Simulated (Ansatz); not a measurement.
In doubt: one-shot GW on d or f shells is unsure, so the values of those runs are not to be relied on.

Two G0W0 runs on GaCuSe2 (I-42d).

```xyz
8
Lattice="-2.8096 2.8096 5.5130 2.8096 -2.8096 5.5130 2.8096 2.8096 -5.5130" Properties=species:S:1:pos:R:3 pbc="T T T"
Ga    0.0000    0.0000    5.5130
Ga    2.8096    0.0000    2.7565
Cu    0.0000    0.0000    0.0000
Cu    0.0000    2.8096    2.7565
Se    1.4083    1.4048    1.3783
Se    1.4048    4.2108   -1.3783
Se    1.4013    1.4048    6.8913
Se    1.4048   -1.4013    4.1348
```

The cell and positions come from the Crystallography Open Database and are kept as given unless a step says otherwise.

The first (Ansatz 0.2.0; start PBE+U(Cu-d,2), 4×4×4 mesh, 726 empty bands, screening to 150 eV, PAW set soft_1 files; 1 × NVIDIA H100 80GB HBM3 (shared by 6 runs) with 2 threads of AMD EPYC 7R13 (Zen 3), shared host) gave, on its mesh: starting gap 0.47 eV, G0W0 gap 0.91 eV, RPA ε∞ (mean) 20.79, 1.7 min.

**Question.** The second changes start from PBE+U(Cu-d,2) to PBE+U(Cu-d,6). What does it give?

It gave: starting gap 0.81 eV, G0W0 gap 1.32 eV, RPA ε∞ (mean) 11.22, 2.3 min. The G0W0 gap moves by +0.41 eV, +0.34 eV from the start and +0.07 eV from the correction. Σc changes by −1.14 eV at the valence top and −0.02 eV at the conduction bottom, and Σx − Vxc between them by −1.05 eV.

Limits: not at the basis limit; d shell near the gap, gap tends to lie low; no spin-orbit coupling; coarse k mesh.

[Paths, hosts, dates, memory and timing lines, banners, echoed tables and standing remarks are left out of the program output.]

[Logs are printed without paths, hosts, clocks, repeated set-up lines and the standing remarks that a program may print on its own settings, such as how far it seeks lower states.]

[Runs of the session that timed out or met a known fault of the program may be left out.]

[Cells called generated may have been cut or substituted from an entry of the Crystallography Open Database or the Materials Project.]

[Hosts, paths, dates, database ids (printed as entryN), source tags and the programs' standing remarks are cut or masked in the printed files.]
